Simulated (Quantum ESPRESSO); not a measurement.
# Co: orders under volume

How does volume change the magnetic state of Co?

Calculated with Quantum ESPRESSO 7.5; PBE; plane waves with GBRV 1.5 PBE potentials, no spin-orbit coupling.

Report form: the programs' logs are mostly left out.

## (1) The structure

It takes space group P6_3/mmc (No. 194, hexagonal). The conventional cell has a = 2.507 Å, b = 2.507 Å, c = 4.070 Å, α = 90.00°, β = 90.00°, γ = 120.00°. Nearest to Co lie 12 Co at 2.50 to 2.51 Å.

The lattice constants were typed from memory of published values and not checked against a source.

## (2) Volume 0.91, ferro ++

All lengths scale alike; the factor is that of the volume. Atoms keep their fractional places. Seeded atoms are those given a starting moment.

Contents of pw.in:

```
&CONTROL
  calculation = 'scf'
  prefix = 'pwscf'
  outdir = './tmp'
  pseudo_dir = './pseudo'
  disk_io = 'nowf'
  tprnfor = .true.
  tstress = .true.
/
&SYSTEM
  ibrav = 0
  celldm(1) = 8
  nat = 2
  ntyp = 1
  ecutwfc = 40
  ecutrho = 280
  nbnd = 26
  occupations = 'smearing'
  smearing = 'fd'
  degauss = 0.00367493
  nspin = 2
  starting_magnetization(1) = 0.1176
/
&ELECTRONS
  conv_thr = 4d-09
  electron_maxstep = 150
  mixing_beta = 0.3
/
ATOMIC_SPECIES
Co     58.9332 co_pbe_v1.2.uspp.F.UPF
CELL_PARAMETERS alat
   0.5738658018441    0.0000000000000    0.0000000000000
  -0.2869329009221    0.4969824343413    0.0000000000000
   0.0000000000000    0.0000000000000    0.9316449196267
ATOMIC_POSITIONS crystal
Co      0.3333333300    0.6666666700    0.2500000000
Co      0.6666666700    0.3333333300    0.7500000000
K_POINTS automatic
16 16 8 0 0 0
```

Started as:

```sh
> OMP_NUM_THREADS=1 mpirun -n 4 pw.x -nk 4 -in pw.in > pw.out
```

The job ended after 12 s (4 MPI ranks of Arm Neoverse V2, shared host; peak memory 0.29 GiB; 49 s of CPU time).

Spin moment in the atom's sphere by atom:

| atom | spin moment in the atom's sphere (μB) |
| --- | --- |
| Co1 | 1.64 |
| Co2 | 1.64 |

Numbers from this step:

- smearing term TS: 0.01136 eV
- pressure: 18.70 GPa
- magnetization: 3.136 μB
- absolute magnetization: 3.47 μB
- final state: ferromagnetic

## (3) Volume 0.91, no spin polarisation

pw.in: that of step 2 with these lines changed.

```diff
@@ -16,3 +16,3 @@
   ecutrho = 280
-  nbnd = 26
+  nbnd = 24
   occupations = 'smearing'
@@ -20,4 +20,2 @@
   degauss = 0.00367493
-  nspin = 2
-  starting_magnetization(1) = 0.1176
 /
```

Elapsed: 5 s, on 4 MPI ranks; peak memory 0.25 GiB; 20 s of CPU time.

This step gave:

* smearing term TS: 0.04506 eV
* pressure: 6.267 GPa
* final state: non-magnetic (no spin polarisation)

## (4) Volume 1.09, ferro ++

pw.in: that of step 3 with these lines changed.

```diff
@@ -16,3 +16,3 @@
   ecutrho = 280
-  nbnd = 24
+  nbnd = 26
   occupations = 'smearing'
@@ -20,2 +20,4 @@
   degauss = 0.00367493
+  nspin = 2
+  starting_magnetization(1) = 0.1176
 /
@@ -29,5 +31,5 @@
 CELL_PARAMETERS alat
-   0.5738658018441    0.0000000000000    0.0000000000000
-  -0.2869329009221    0.4969824343413    0.0000000000000
-   0.0000000000000    0.0000000000000    0.9316449196267
+   0.6094508868039    0.0000000000000    0.0000000000000
+  -0.3047254434031    0.5278000263530    0.0000000000000
+   0.0000000000000    0.0000000000000    0.9894156798160
 ATOMIC_POSITIONS crystal
```

Elapsed: 14 s, on 4 MPI ranks; peak memory 0.32 GiB.

Numbers from this step:

```yaml
smearing_term_ts: 0.01708 eV
pressure: -17.11 GPa
magnetization: 3.489 μB
absolute_magnetization: 3.898 μB
final_state: ferromagnetic
largest_moment: 1.836 μB
```

## (5) Trends

The runs not shown differ from these in the moved quantity alone.

States, by row:

| volume | ferro ++ | no spin polarisation |
| --- | --- | --- |
| 0.91 | ferromagnetic | non-magnetic |
| 0.94 | ferromagnetic | non-magnetic |
| 0.97 | ferromagnetic | non-magnetic |
| 1 | ferromagnetic | non-magnetic |
| 1.03 | ferromagnetic | non-magnetic |
| 1.06 | ferromagnetic | non-magnetic |
| 1.09 | ferromagnetic | non-magnetic |

The largest site moment, ferro ++ by volume:

| volume (factor) | largest site moment, ferro ++ (μB) |
| --- | --- |
| 0.9100 | 1.64 |
| 0.9400 | 1.66 |
| 0.9700 | 1.69 |
| 1.0000 | 1.74 |
| 1.0300 | 1.78 |
| 1.0600 | 1.81 |
| 1.0900 | 1.84 |

The energy less that of the parallel start, no spin polarisation by volume:

| volume (factor) | energy less that of the parallel start, no spin polarisation (meV a seeded atom) |
| --- | --- |
| 0.9100 | 217 |
| 0.9400 | 242 |
| 0.9700 | 267 |
| 1.0000 | 291 |
| 1.0300 | 314 |
| 1.0600 | 337 |
| 1.0900 | 360 |

Energy over the lowest against volume; values in meV an atom:

| volume (factor) | ferro ++ | no spin polarisation |
| --- | --- | --- |
| 0.9100 | 41.2 | 258 |
| 0.9400 | 11.9 | 254 |
| 0.9700 | 0 | 267 |
| 1.0000 | 2.12 | 293 |
| 1.0300 | 15.5 | 330 |
| 1.0600 | 38.6 | 376 |
| 1.0900 | 70.0 | 430 |

## (6) Outcome

| Quantity | Value |
| --- | --- |
| moment, parallel start | 1.64 to 1.84 μB |
| states met from these starts | ferromagnetic |

In words: The moment of the parallel start goes from 1.64 μB at 0.91 to 1.84 μB at 1.09. The net moment of the cell goes from 3.14 to 3.49 μB. The radius of the spheres follows the nearest distance, so part of the change of the site moments is the spheres'. Only a parallel start was run beside the spinless one, so opposed or spiral orders, which may lie lower, are not probed.

[Logs and program files are shortened in this print: banners, set-up blocks, solver, clock and traceback lines can be left out without a mark of their own.]

[Logs are printed without paths, hosts, clocks, repeated set-up lines and the standing remarks that a program may print on its own settings, such as how far it seeks lower states.]

[Hosts, paths, dates, database ids (printed as entryN), source tags and the programs' standing remarks are cut or masked in the printed files.]

[Where a cell is said to come from a database of computed structures, the database is the Materials Project.]
